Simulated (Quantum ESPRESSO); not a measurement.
# SiC (F-43m): phonons against volume, part 3 of 9

Aim: how the vibrations of SiC shift with volume, and the expansion that follows.

Quantum ESPRESSO 7.5; DFT LDA, scalar-relativistic, plane waves, GBRV ultrasoft pseudopotentials.

So far. Step 2 (A first coarse run): The start is under -4.5 GPa at this level and looks like an insulator or semiconductor on this mesh. Step 3 (Relaxation): After the last step pw.x solved the final cell once more on a basis chosen for it, which moves the energy without moving the atoms.

## (4) Ground state at this cell

A tight ground state at this cell gives the energy of this member; its pressure is the stress at this cutoff, which can carry an offset from the finite basis.

Contents of scf.in:

```
&control
   calculation = 'scf'
   prefix = 'x'
   outdir = './tmp'
   pseudo_dir = './pseudo'
   tprnfor = .true.
   tstress = .true.
/
&system
   ibrav = 0
   nat = 2
   ntyp = 2
   ecutwfc = 34.0
   ecutrho = 204.0
   occupations = 'fixed'
   nbnd = 6
/
&electrons
   conv_thr = 1.0d-12
   mixing_beta = 0.7
   electron_maxstep = 100
/
ATOMIC_SPECIES
 Si     28.0850  Si.upf
 C      12.0110  C.upf
CELL_PARAMETERS angstrom
     0.000000000    2.164226942    2.164226942
     2.164226942    0.000000000    2.164226942
     2.164226942    2.164226942    0.000000000
ATOMIC_POSITIONS crystal
 Si     0.000000000   0.000000000   0.000000000
 C      0.250000000   0.250000000   0.250000000
K_POINTS automatic
 12 12 12 0 0 0
```

Started as:

```bash
$ OMP_NUM_THREADS=1 mpirun -n 8 pw.x -nk 8 -in scf.in > scf.out
```

Output:

```text
[banner, memory and clock lines left out]
Program PWSCF v.7.5

     Message from routine setup:
     using ibrav=0 with symmetry is DISCOURAGED, use correct ibrav instead

     G-vector sticks info

     bravais-lattice index     =            0
     lattice parameter (alat)  =       5.7838  a.u.
     unit-cell volume          =     136.8154 (a.u.)^3
     number of atoms/cell      =            2
     number of atomic types    =            2
     number of electrons       =         8.00
     number of Kohn-Sham states=            6
     kinetic-energy cutoff     =      34.0000  Ry
     charge density cutoff     =     204.0000  Ry
     scf convergence threshold =      1.0E-12
     mixing beta               =       0.7000
     number of iterations used =            8  plain     mixing
     Exchange-correlation= SLA  PZ   NOGX NOGC
                           (   1   1   0   0   0   0   0)

     celldm(1)=   5.783845  celldm(2)=   0.000000  celldm(3)=   0.000000
     celldm(4)=   0.000000  celldm(5)=   0.000000  celldm(6)=   0.000000

     crystal axes: (cart. coord. in units of alat)
               a(1) = (   0.000000   0.707107   0.707107 )
               a(2) = (   0.707107   0.000000   0.707107 )
               a(3) = (   0.707107   0.707107   0.000000 )

     reciprocal axes: (cart. coord. in units 2 pi/alat)
               b(1) = ( -0.707107  0.707107  0.707107 )
               b(2) = (  0.707107 -0.707107  0.707107 )
               b(3) = (  0.707107  0.707107 -0.707107 )

     PseudoPot. # 1 for Si read from file:
     ./pseudo/Si.upf
     Pseudo is Ultrasoft + core correction, Zval =  4.0
     Using radial grid of  899 points,  6 beta functions with:
                l(1) =   0
                l(2) =   0
                l(3) =   1
                l(4) =   1
                l(5) =   2
                l(6) =   2
     Q(r) pseudized with  8 coefficients,  rinner =    0.900   0.900   0.900
                                                       0.900   0.900

     PseudoPot. # 2 for C  read from file:
     ./pseudo/C.upf
     Pseudo is Ultrasoft + core correction, Zval =  4.0
     Using radial grid of  721 points,  4 beta functions with:
                l(1) =   0
                l(2) =   0
                l(3) =   1
                l(4) =   1
     Q(r) pseudized with  8 coefficients,  rinner =    1.100   1.100   1.100

     atomic species   valence    mass     pseudopotential
     Si                4.00    28.08500     Si( 1.00)
     C                 4.00    12.01100     C ( 1.00)

     24 Sym. Ops. (no inversion) found

   Cartesian axes

     site n.     atom                  positions (alat units)
         1        Si     tau(   1) = (   0.0000000   0.0000000   0.0000000  )
         2        C      tau(   2) = (   0.3535534   0.3535534   0.3535534  )

     number of k points=    72
                       cart. coord. in units 2pi/alat
        k(    1) = (   0.0000000   0.0000000   0.0000000), wk =   0.0011574
        k(    2) = (   0.0589256   0.0589256  -0.0589256), wk =   0.0092593
        k(    3) = (   0.1178511   0.1178511  -0.1178511), wk =   0.0092593
        k(    4) = (   0.1767767   0.1767767  -0.1767767), wk =   0.0092593
        k(    5) = (   0.2357023   0.2357023  -0.2357023), wk =   0.0092593
        k(    6) = (   0.2946278   0.2946278  -0.2946278), wk =   0.0092593
        k(    7) = (  -0.3535534  -0.3535534   0.3535534), wk =   0.0046296
        k(    8) = (   0.1178511   0.0000000  -0.0000000), wk =   0.0069444
        k(    9) = (   0.1767767   0.0589256  -0.0589256), wk =   0.0277778
        k(   10) = (   0.2357023   0.1178511  -0.1178511), wk =   0.0277778
        k(   11) = (   0.2946278   0.1767767  -0.1767767), wk =   0.0277778
        k(   12) = (   0.3535534   0.2357023  -0.2357023), wk =   0.0277778
        k(   13) = (  -0.2946278  -0.4124790   0.4124790), wk =   0.0277778
        k(   14) = (  -0.2357023  -0.3535534   0.3535534), wk =   0.0277778
        k(   15) = (  -0.1767767  -0.2946278   0.2946278), wk =   0.0277778
        k(   16) = (  -0.1178511  -0.2357023   0.2357023), wk =   0.0277778
[...]
k(   65) = (  -0.2357023  -0.4714045   0.7071068), wk =   0.0277778
        k(   66) = (  -0.1767767  -0.4124790   0.6481812), wk =   0.0555556
        k(   67) = (  -0.1178511  -0.3535534   0.5892557), wk =   0.0277778
        k(   68) = (  -0.1178511  -0.4714045   0.7071068), wk =   0.0277778
        k(   69) = (  -0.0589256  -0.4124790   0.6481812), wk =   0.0555556
        k(   70) = (   0.0000000  -0.3535534   0.5892557), wk =   0.0277778
        k(   71) = (  -0.7071068   0.2357023   0.0000000), wk =   0.0138889
        k(   72) = (  -0.7071068   0.3535534   0.0000000), wk =   0.0069444

     Dense  grid:     6735 G-vectors     FFT dimensions: (  27,  27,  27)

     Smooth grid:     3695 G-vectors     FFT dimensions: (  24,  24,  24)

     Initial potential from superposition of free atoms

     starting charge       7.9994, renormalised to       8.0000
     Starting wfcs are    8 randomized atomic wfcs

     per-process dynamical memory:    11.5 Mb

     Self-consistent Calculation

     iteration #  1     ecut=    34.00 Ry     beta= 0.70
     Davidson diagonalization with overlap
     ethr =  1.00E-02,  avg # of iterations =  3.1

     total energy              =     -21.03066906 Ry
     estimated scf accuracy    <       0.46377201 Ry

     iteration #  2     ecut=    34.00 Ry     beta= 0.70
     Davidson diagonalization with overlap
     ethr =  5.80E-03,  avg # of iterations =  2.0

     total energy              =     -21.17459881 Ry
     estimated scf accuracy    <       0.16530488 Ry

     iteration #  3     ecut=    34.00 Ry     beta= 0.70
     Davidson diagonalization with overlap
     ethr =  2.07E-03,  avg # of iterations =  1.9

     total energy              =     -21.19870226 Ry
     estimated scf accuracy    <       0.00205429 Ry

     iteration #  4     ecut=    34.00 Ry     beta= 0.70
     Davidson diagonalization with overlap
     ethr =  2.57E-05,  avg # of iterations =  4.4

     total energy              =     -21.19960566 Ry
     estimated scf accuracy    <       0.00095119 Ry

     iteration #  5     ecut=    34.00 Ry     beta= 0.70
     Davidson diagonalization with overlap
     ethr =  1.19E-05,  avg # of iterations =  2.2

     total energy              =     -21.19986250 Ry
     estimated scf accuracy    <       0.00005261 Ry

     iteration #  6     ecut=    34.00 Ry     beta= 0.70
     Davidson diagonalization with overlap
     ethr =  6.58E-07,  avg # of iterations =  2.8

     total energy              =     -21.19987120 Ry
[...]
ethr =  5.68E-12,  avg # of iterations =  4.3

     total energy              =     -21.19987278 Ry
     estimated scf accuracy    <          9.8E-10 Ry

     iteration # 10     ecut=    34.00 Ry     beta= 0.70
     Davidson diagonalization with overlap
     ethr =  5.68E-12,  avg # of iterations =  2.0

     total energy              =     -21.19987278 Ry
     estimated scf accuracy    <          3.2E-12 Ry

     iteration # 11     ecut=    34.00 Ry     beta= 0.70
     Davidson diagonalization with overlap
     ethr =  1.00E-13,  avg # of iterations =  3.0

     total energy              =     -21.19987278 Ry
     estimated scf accuracy    <          3.7E-12 Ry

     iteration # 12     ecut=    34.00 Ry     beta= 0.70
     Davidson diagonalization with overlap
     ethr =  1.00E-13,  avg # of iterations =  2.0

     End of self-consistent calculation

          k = 0.0000 0.0000 0.0000 (   459 PWs)   bands (ev):

    -6.0028   9.4762   9.4762   9.4762  15.9991  16.8117

          k = 0.0589 0.0589-0.0589 (   468 PWs)   bands (ev):

    -5.8644   8.7557   9.3800   9.3800  16.1785  17.0022

          k = 0.1179 0.1179-0.1179 (   471 PWs)   bands (ev):

    -5.4529   7.1090   9.1426   9.1426  15.9615  17.3314

          k = 0.1768 0.1768-0.1768 (   465 PWs)   bands (ev):

    -4.7820   5.1681   8.8640   8.8640  15.5945  17.4052

          k = 0.2357 0.2357-0.2357 (   468 PWs)   bands (ev):

    -3.8880   3.2540   8.6243   8.6243  15.2933  17.1263

          k = 0.2946 0.2946-0.2946 (   467 PWs)   bands (ev):

    -2.8902   1.6088   8.4682   8.4682  15.1084  16.8188

          k =-0.3536-0.3536 0.3536 (   464 PWs)   bands (ev):

    -2.3077   0.8055   8.4145   8.4145  15.0470  16.6972

          k = 0.1179 0.0000-0.0000 (   467 PWs)   bands (ev):

    -5.8183   8.9526   9.1301   9.1301  16.1673  16.6082

          k = 0.1768 0.0589-0.0589 (   468 PWs)   bands (ev):

    -5.4977   7.6686   8.7867   9.0492  15.9017  16.8810

          k = 0.2357 0.1179-0.1179 (   468 PWs)   bands (ev):

    -4.9126   5.8519   8.4659   8.8040  15.6542  17.1435

          k = 0.2946 0.1768-0.1768 (   460 PWs)   bands (ev):

    -4.0892   3.9461   8.2431   8.4622  15.3905  16.9275

          k = 0.3536 0.2357-0.2357 (   453 PWs)   bands (ev):

    -3.1055   2.2023   8.1302   8.1533  15.2183  16.5829

          k =-0.2946-0.4125 0.4125 (   455 PWs)   bands (ev):

    -2.2826   1.0211   7.8746   8.2032  15.2023  16.4075

          k =-0.2357-0.3536 0.3536 (   457 PWs)   bands (ev):

    -2.4927   1.3043   7.7366   8.3798  15.3367  16.4785

          k =-0.1768-0.2946 0.2946 (   457 PWs)   bands (ev):

    -3.4421   2.7519   7.7427   8.6527  15.5682  16.8145

          k =-0.1179-0.2357 0.2357 (   466 PWs)   bands (ev):

    -4.3879   4.5745   7.9058   8.9729  15.8667  17.2706

          k =-0.0589-0.1768 0.1768 (   471 PWs)   bands (ev):

[...]
k =-0.0000-0.1179 0.1179 (   465 PWs)   bands (ev):

[...]
k = 0.2357 0.0000-0.0000 (   471 PWs)   bands (ev):

[...]
k = 0.2946 0.0589-0.0589 (   463 PWs)   bands (ev):

[...]
k = 0.3536 0.1179-0.1179 (   453 PWs)   bands (ev):

[...]
k = 0.4125 0.1768-0.1768 (   454 PWs)   bands (ev):

[...]
k =-0.2357-0.4714 0.4714 (   454 PWs)   bands (ev):

[...]
k =-0.1768-0.4125 0.4125 (   454 PWs)   bands (ev):

[...]
k =-0.1179-0.3536 0.3536 (   454 PWs)   bands (ev):

[...]
k =-0.0589-0.2946 0.2946 (   457 PWs)   bands (ev):

[...]
k = 0.0000-0.2357 0.2357 (   465 PWs)   bands (ev):

[...]
k = 0.3536 0.0000 0.0000 (   456 PWs)   bands (ev):

[...]
k = 0.4125 0.0589-0.0589 (   456 PWs)   bands (ev):

[...]
k = 0.4714 0.1179-0.1179 (   458 PWs)   bands (ev):

[...]
k =-0.1768-0.5303 0.5303 (   453 PWs)   bands (ev):

[...]
k =-0.1179-0.4714 0.4714 (   458 PWs)   bands (ev):

[...]
k =-0.0589-0.4125 0.4125 (   452 PWs)   bands (ev):

[...]
k = 0.0000-0.3536 0.3536 (   463 PWs)   bands (ev):

[...]
k = 0.4714 0.0000-0.0000 (   444 PWs)   bands (ev):

[...]
k = 0.5303 0.0589-0.0589 (   457 PWs)   bands (ev):

[...]
k =-0.1179-0.5893 0.5893 (   458 PWs)   bands (ev):

[...]
k =-0.0589-0.5303 0.5303 (   455 PWs)   bands (ev):

[...]
k = 0.5893 0.0000-0.0000 (   452 PWs)   bands (ev):

[...]
k = 0.0000-0.5893 0.5893 (   460 PWs)   bands (ev):

[...]
k =-0.7071 0.0000 0.0000 (   460 PWs)   bands (ev):

[...]
k = 0.2357 0.1179 0.0000 (   471 PWs)   bands (ev):

[...]
k = 0.2946 0.1768-0.0589 (   464 PWs)   bands (ev):

[...]
k = 0.3536 0.2357-0.1179 (   458 PWs)   bands (ev):

[...]
k = 0.3536 0.1179 0.0000 (   458 PWs)   bands (ev):

[...]
k = 0.4125 0.1768-0.0589 (   457 PWs)   bands (ev):

[...]
k = 0.0000-0.2357 0.3536 (   458 PWs)   bands (ev):

[...]
k = 0.4714 0.1179-0.0000 (   454 PWs)   bands (ev):

[...]
k =-0.1179-0.5893 0.7071 (   459 PWs)   bands (ev):

[...]
k =-0.0589-0.5303 0.6482 (   458 PWs)   bands (ev):

[...]
k =-0.0000-0.4714 0.5893 (   453 PWs)   bands (ev):

[...]
k =-0.7071 0.1179-0.0000 (   456 PWs)   bands (ev):

[...]
k =-0.2357-0.4714 0.7071 (   456 PWs)   bands (ev):

[...]
k =-0.1768-0.4125 0.6482 (   457 PWs)   bands (ev):

[...]
k =-0.1179-0.3536 0.5893 (   452 PWs)   bands (ev):

[...]
k =-0.1179-0.4714 0.7071 (   457 PWs)   bands (ev):

    -1.3303   2.6573   4.8799   5.6733  13.6603  16.7279

          k =-0.0589-0.4125 0.6482 (   459 PWs)   bands (ev):

    -0.7763   2.3423   4.2319   5.4606  14.2114  17.8706

          k = 0.0000-0.3536 0.5893 (   462 PWs)   bands (ev):

    -0.9636   2.4782   4.0339   5.8235  14.5470  18.0863

          k =-0.7071 0.2357 0.0000 (   462 PWs)   bands (ev):

    -0.6173   2.1241   4.8706   5.0016  13.4372  16.5581

          k =-0.7071 0.3536 0.0000 (   464 PWs)   bands (ev):

    -0.5482   2.4102   4.3630   4.6844  14.6453  19.0279

     highest occupied, lowest unoccupied level (ev):     9.4762   10.7763

!    total energy              =     -21.19987278 Ry
     estimated scf accuracy    <          5.8E-13 Ry

     The total energy is the sum of the following terms:
     one-electron contribution =       5.71332660 Ry
     hartree contribution      =       2.29824175 Ry
     xc contribution           =      -8.13734237 Ry
     ewald contribution        =     -21.07409877 Ry

     convergence has been achieved in  12 iterations

     Forces acting on atoms (cartesian axes, Ry/au):

     atom    1 type  1   force =    -0.00000000   -0.00000000   -0.00000000
     atom    2 type  2   force =    -0.00000000    0.00000000    0.00000000

     Total force =     0.000000     Total SCF correction =     0.000000

     Computing stress (Cartesian axis) and pressure

          total   stress  (Ry/bohr**3)                   (kbar)     P=        0.19
   0.00000126   0.00000000   0.00000000            0.19        0.00        0.00
   0.00000000   0.00000126   0.00000000            0.00        0.19        0.00
   0.00000000   0.00000000   0.00000126            0.00        0.00        0.19

     XML data file, charge density, pseudopotentials, collected wavefunctions
```

Wall time 1.7 s (8 MPI ranks of Arm Neoverse V1, shared host).

Numbers from this step:

```
pressure : 0.019 GPa
```

On a basis chosen for the relaxed cell the pressure is 0.019 GPa, small enough for phonons.

(Continued in part 4 of 9.)

[Logs are printed without paths, hosts, clocks, repeated set-up lines and the standing remarks that a program may print on its own settings, such as how far it seeks lower states.]

[Hosts, paths, dates, database ids (printed as entryN), source tags and the programs' standing remarks are cut or masked in the printed files.]

[A step with changed settings may run another functional than the one named; its input shows which.]

[Of the runs on displaced cells, only some may be shown.]
